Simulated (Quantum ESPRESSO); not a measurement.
# NiAgO2: orders under uniaxial strain, part 2 of 2

How does uniaxial strain change the magnetic state of NiAgO2?

Quantum ESPRESSO 7.5; LDA with U = 6 eV on Ni d (ortho-atomic projectors); plane waves with GBRV 1.5 LDA potentials, no spin-orbit coupling.

So far, absolute magnetization (μB): step 2 (factor along z 0.94, ferro ++) 3.50; step 3 (factor along z 0.94, antiferro +-) 3.20.

## Step 5: Factor along z 1.06, ferro ++

Input file pw.in:

```
&CONTROL
  calculation = 'scf'
  prefix = 'pwscf'
  outdir = './tmp'
  pseudo_dir = './pseudo'
  disk_io = 'nowf'
  tprnfor = .true.
  tstress = .true.
/
&SYSTEM
  ibrav = 0
  nat = 8
  ntyp = 3
  ecutwfc = 40
  ecutrho = 280
  nbnd = 64
  occupations = 'smearing'
  smearing = 'fd'
  degauss = 0.00734986
  nspin = 2
  starting_magnetization(1) = 0.1111
  starting_magnetization(2) = 0
  starting_magnetization(3) = 0
/
&ELECTRONS
  conv_thr = 1.6d-08
  electron_maxstep = 150
  mixing_beta = 0.3
/
ATOMIC_SPECIES
Ni     58.6934 ni_lda_v1.4.uspp.F.UPF
Ag    107.8682 ag_lda_v1.4.uspp.F.UPF
O      15.9990 o_lda_v1.2.uspp.F.UPF
CELL_PARAMETERS angstrom
   2.9991629743    0.0000000000    0.0000000000
  -1.4995814871    2.5973513258    0.0000000000
   0.0000000000    0.0000000000   13.0540346200
ATOMIC_POSITIONS crystal
Ni      0.0000000000    0.0000000000    0.5000000000
Ni      0.0000000000    0.0000000000    0.0000000000
Ag      0.6666666700    0.3333333300    0.7500000000
Ag      0.3333333300    0.6666666700    0.2500000000
O       0.3333333300    0.6666666700    0.4180620000
O       0.6666666700    0.3333333300    0.9180620000
O       0.6666666700    0.3333333300    0.5819380000
O       0.3333333300    0.6666666700    0.0819380000
K_POINTS automatic
8 8 2 0 0 0
HUBBARD {ortho-atomic}
U Ni-3d 6.0000
```

The run is started by

```sh
$ OMP_NUM_THREADS=1 mpirun -n 4 pw.x -nk 4 -in pw.in > pw.out
```

What it wrote:

```text
     [... lines left out ...]
Program PWSCF v.7.5 starts
     [... lines left out ...]
     number of atoms/cell      =            8
     [... lines left out ...]
     number of electrons       =        98.00
     number of Kohn-Sham states=           64
     kinetic-energy cutoff     =      40.0000  Ry
     charge density cutoff     =     280.0000  Ry
     scf convergence threshold =      1.6E-08
     [... lines left out ...]
     24 Sym. Ops., with inversion, found (12 have fractional translation)
     [... lines left out ...]
     number of k points=    20  Fermi-Dirac smearing, width (Ry)=  0.0073
     [... lines left out ...]
     iteration # 17     ecut=    40.00 Ry     beta= 0.30
     [... lines left out ...]
     Magnetic moment per site  (integrated on atomic sphere of radius R)
     atom   1 (R=0.280)  charge= 15.4745  magn=  1.3618
     atom   2 (R=0.280)  charge= 15.4745  magn=  1.3618
     atom   3 (R=0.302)  charge= 15.7952  magn= -0.0679
     atom   4 (R=0.302)  charge= 15.7952  magn= -0.0679
     atom   5 (R=0.280)  charge=  5.4012  magn= -0.1668
     atom   6 (R=0.280)  charge=  5.4012  magn= -0.1668
     atom   7 (R=0.280)  charge=  5.4012  magn= -0.1668
     atom   8 (R=0.280)  charge=  5.4012  magn= -0.1668
     [... lines left out ...]
     Tr[ns(  1)] (up, down, total) =   4.79433  3.40611  8.20044
     [... lines left out ...]
     Tr[ns(  2)] (up, down, total) =   4.79433  3.40611  8.20044
     [... lines left out ...]
     the Fermi energy is     9.7017 ev
!    total energy              =   -1406.28056289 Ry
     estimated scf accuracy    <          5.6E-09 Ry
     smearing contrib. (-TS)   =      -0.00834187 Ry
     [... lines left out ...]
     total magnetization       =     2.00 Bohr mag/cell
     absolute magnetization    =     3.75 Bohr mag/cell
     convergence has been achieved in  17 iterations
     [... lines left out ...]
     Total force =     0.008930     Total SCF correction =     0.000056
     [... lines left out ...]
          total   stress  (Ry/bohr**3)                   (kbar)     P=     -216.90
     [... lines left out ...]
```

Wall time 88 s (4 MPI ranks of Intel Xeon Platinum 8223CL at 3.00GHz (Skylake/Cascade Lake), shared host); peak memory 0.75 GiB.

This step gave:

- smearing term TS: 0.1135 eV
- pressure: -21.69 GPa
- magnetization: 2.001 μB
- absolute magnetization: 3.754 μB
- final state: ferromagnetic
- largest moment: 1.362 μB

## Step 6: An input with a fault

As a test, an input with a fault in it is run.

pw.in, as its differences from that of step 5:

```diff
@@ -13,2 +13,4 @@
   ntyp = 3
+  lda_plus_u = .true.
+  Hubbard_U(1) = 4.0
   ecutwfc = 40
@@ -26,3 +28,3 @@
   conv_thr = 1.6d-08
-  electron_maxstep = 150
+  electron_maxstep = 75
   mixing_beta = 0.3
@@ -36,3 +38,3 @@
   -1.4995814871    2.5973513258    0.0000000000
-   0.0000000000    0.0000000000   13.0540346200
+   0.0000000000    0.0000000000   12.3151270000
 ATOMIC_POSITIONS crystal
@@ -48,3 +50 @@
 8 8 2 0 0 0
-HUBBARD {ortho-atomic}
-U Ni-3d 6.0000
```

What it wrote:

```text
     [... lines left out ...]
Program PWSCF v.7.5 starts
     [... lines left out ...]
     Error in routine  system_checkin (1):
     DFT+Hubbard input syntax has changed since v7.1
 %%%%%%%%%%%%%%%%%%%%%%%%%%%%%%%%%%%%%%%%%%%%%%%%%%%%%%%%%%%%%%%%%%%%%%%%%%%%%%
     stopping ...
```

Elapsed: 0.65 s, on 4 MPI ranks; peak memory 0.05 GiB.

The program refused the input before any cycle.

The program's message: “system_checkin (1): DFT+Hubbard input syntax has changed since v7.1”

The fault put into the input: the old Hubbard keywords.

## Step 7: The series

The runs not shown differ from these in the moved quantity alone.

States, by row:

```csv
c axis,ferro ++,antiferro +-,no spin polarisation
0.94,ferromagnetic,antiferromagnetic,non-magnetic
0.97,ferromagnetic,antiferromagnetic,non-magnetic
1,ferromagnetic,antiferromagnetic,non-magnetic
1.03,ferromagnetic,antiferromagnetic,non-magnetic
1.06,ferromagnetic,antiferromagnetic,non-magnetic
```

Table of largest site moment by c axis:

```
c axis (factor)  ferro ++ (μB)  antiferro +- (μB)
         0.9400           1.33               1.33
         0.9700           1.33               1.34
         1.0000           1.34               1.34
         1.0300           1.35               1.35
         1.0600           1.36               1.36
```

Energy less that of the parallel start against c axis; values in meV a seeded atom:

```csv
c axis (factor),antiferro +-,no spin polarisation
0.9400,20.3,779
0.9700,16.0,777
1.0000,13.1,775
1.0300,10.3,774
1.0600,7.56,772
```

The energy over the lowest by c axis; values in meV an atom:

| c axis (factor) | ferro ++ | antiferro +- | no spin polarisation |
| --- | --- | --- | --- |
| 0.9400 | 10.0 | 15.1 | 205 |
| 0.9700 | 0 | 4.01 | 194 |
| 1.0000 | 22.0 | 25.2 | 216 |
| 1.0300 | 67.7 | 70.3 | 261 |
| 1.0600 | 131 | 133 | 324 |

## Step 8: Results

| Property | Result |
| --- | --- |
| moment, parallel start | 1.33 to 1.36 μB |
| states met from these starts | antiferromagnetic and ferromagnetic |

The moment of the parallel start goes from 1.33 μB at 0.94 to 1.36 μB at 1.06. The net moment of the cell goes from 2.05 to 2.00 μB. The radius of the spheres follows the nearest distance, so part of the change of the site moments is the spheres'. The largest moment of the start antiferro +- lies between 1.33 and 1.36 μB. The start antiferro +- lies over the parallel one at every finished point, by 7.56 to 20.3 meV a seeded atom. Energies are free energies at an electronic temperature of 1160 K, which lowers moments and differences where the moments are itinerant. The smearing term is large for its width, so states at the Fermi level are partly filled: at this level the cell is a metal or has a gap of a few widths at most.

[Logs and program files are shortened in this print: banners, set-up blocks, solver, clock and traceback lines can be left out without a mark of their own.]

[Logs are printed without paths, hosts, clocks, repeated set-up lines and the standing remarks that a program may print on its own settings, such as how far it seeks lower states.]

[Hosts, paths, dates, database ids (printed as entryN), source tags and the programs' standing remarks are cut or masked in the printed files.]

[Where a cell is said to come from a database of computed structures, the database is the Materials Project.]
